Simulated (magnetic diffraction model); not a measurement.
# Tm₂CoS₄ below its ordering temperature

Space group P-1 (no. 2), a = 6.4290 Å, b = 6.5060 Å, c = 7.5080 Å, α = 88.53°, β = 70.15°, γ = 89.66°.

| site | atom | x | y | z |
| --- | --- | --- | --- | --- |
| 2i | Tm | 0.6740 | 0.9814 | 0.6871 |
| 2i | Tm | 0.8266 | 0.4855 | 0.3117 |
| 1e | Co | 1/2 | 1/2 | 0 |
| 1a | Co | 0 | 0 | 0 |
| 2i | S | 0.3288 | 0.8051 | 0.9628 |
| 2i | S | 0.4846 | 0.7553 | 0.4797 |
| 2i | S | 0.8138 | 0.6987 | 0.9706 |
| 2i | S | 0.0116 | 3/4 | 0.4663 |

The compound is invented for this exercise: a known structure type with other elements, its cell scaled to their sizes and not relaxed.

Only Tm and Co are taken to order (form factors of Tm3+ and Co2+); orders and moment sizes are assumed, and not adapted to the symmetry. Radiation: neutrons of λ = 4.2 Å, 5° to 75°; isotropic B of 0.54 Å² (Tm), 0.85 Å² (Co) and 0.86 Å² (S). Simulated constant-wavelength pattern: nuclear and magnetic terms add, the magnetic one as |2.695 fm × Σ f S⊥ exp(2πi Q·r) exp(−B s²)|², summed over all Q at one angle with the factor 1/(sin²θ cos θ). For collinear order S is the moment m, which repeats by lattice and centring translations R with the sign exp(−2πi k·R). Free-ion form factors, Sears's scattering lengths of 1992, no absorption; a label names one of the reflections at its angle. The strongest nuclear line in the range is 100, and lines under 0.2 are left out.

Above the ordering temperature:

```csv
2θ (°),index,I
34.61,(0 0 1),43.2
51.38,(0 1 1),6.3
52.78,(0 1 -1),4.8
56.52,(1 -1 0),54.8
56.70,(1 1 0),46.8
58.54,(1 1 1),100.0
59.65,(1 -1 1),89.2
73.02,(0 0 2),12.5
```

Below it (cell unchanged):

```csv
2θ (°),I
27.39,748.9
27.47,1204.8
34.61,43.2
38.26,805.2
39.08,1712.9
49.79,429.0
50.56,511.0
51.38,6.3
52.78,4.8
56.52,54.8
56.70,46.8
58.54,100.0
59.65,89.2
61.87,299.0
61.99,376.4
63.74,53.7
64.23,69.2
66.04,80.5
66.16,160.4
67.84,686.3
69.50,385.8
70.77,322.4
71.90,329.0
73.02,12.5
```

**Question.** Find the propagation vector, then choose among these models:
A. collinear moments along [110], 6.2 μB on Tm and 2.87 μB on Co; signs + at (0.6740, 0.9814, 0.6871), + at (0.8266, 0.4855, 0.3117), + at (0.1734, 0.5145, 0.6883), − at (0.3260, 0.0186, 0.3129), − at (1/2, 1/2, 0), − at (0, 0, 0)
B. collinear moments along [110], 6.2 μB on Tm and 2.87 μB on Co; signs + at (0.6740, 0.9814, 0.6871), + at (0.8266, 0.4855, 0.3117), + at (0.1734, 0.5145, 0.6883), + at (0.3260, 0.0186, 0.3129), + at (1/2, 1/2, 0), + at (0, 0, 0)
C. collinear moments along [100], 6.2 μB on Tm and 2.87 μB on Co; signs + at (0.6740, 0.9814, 0.6871), + at (0.8266, 0.4855, 0.3117), + at (0.1734, 0.5145, 0.6883), − at (0.3260, 0.0186, 0.3129), − at (1/2, 1/2, 0), − at (0, 0, 0)
D. collinear moments along [100], 6.2 μB on Tm and 2.87 μB on Co; signs + at (0.6740, 0.9814, 0.6871), + at (0.8266, 0.4855, 0.3117), + at (0.1734, 0.5145, 0.6883), + at (0.3260, 0.0186, 0.3129), + at (1/2, 1/2, 0), + at (0, 0, 0)

The new lines index as (1/2 -1/2 0) at 27.39°, (1/2 1/2 0) at 27.47°, (1/2 1/2 1) at 38.26° and (1/2 -1/2 1) at 39.08°, that is as H ± k with k = (1/2 1/2 0). Half indices mean that the moments reverse under translations with k·R a half-integer, and the magnetic cell has twice the primitive volume.

Magnetic intensity, observed (below minus above) and for each model:

| 2θ (°) | index | observed | A | B | C | D |
| --- | --- | --- | --- | --- | --- | --- |
| 27.39 | (1/2 -1/2 0) | 748.9 | 1429.0 | 4759.1 | 748.9 | 2494.2 |
| 27.47 | (1/2 1/2 0) | 1204.8 | 161.3 | 1.1 | 1204.8 | 8.5 |
| 38.26 | (1/2 1/2 1) | 805.2 | 548.5 | <0.2 | 805.2 | 0.2 |
| 39.08 | (1/2 -1/2 1) | 1712.9 | 2249.1 | 2473.9 | 1712.9 | 1884.1 |
| 49.79 | (-1/2 1/2 1) | 429.0 | 505.0 | 1751.4 | 429.0 | 1487.7 |
| 50.56 | (1/2 1/2 -1) | 511.0 | 426.5 | 2.7 | 511.0 | 3.2 |
| 61.99 | (1/2 3/2 0) | 376.4 | 87.8 | 193.8 | 376.4 | 831.2 |
| 67.84 | (1/2 3/2 1) | 686.3 | 245.3 | 306.3 | 686.3 | 856.8 |

Model C matches.

The structure used: k = (1/2 1/2 0), collinear moments along [100], 6.2 μB on Tm and 2.87 μB on Co; signs + at (0.6740, 0.9814, 0.6871), + at (0.8266, 0.4855, 0.3117), + at (0.1734, 0.5145, 0.6883), − at (0.3260, 0.0186, 0.3129), − at (1/2, 1/2, 0), − at (0, 0, 0).

[Logs are printed without paths, hosts, clocks, repeated set-up lines and the standing remarks that a program may print on its own settings, such as how far it seeks lower states.]
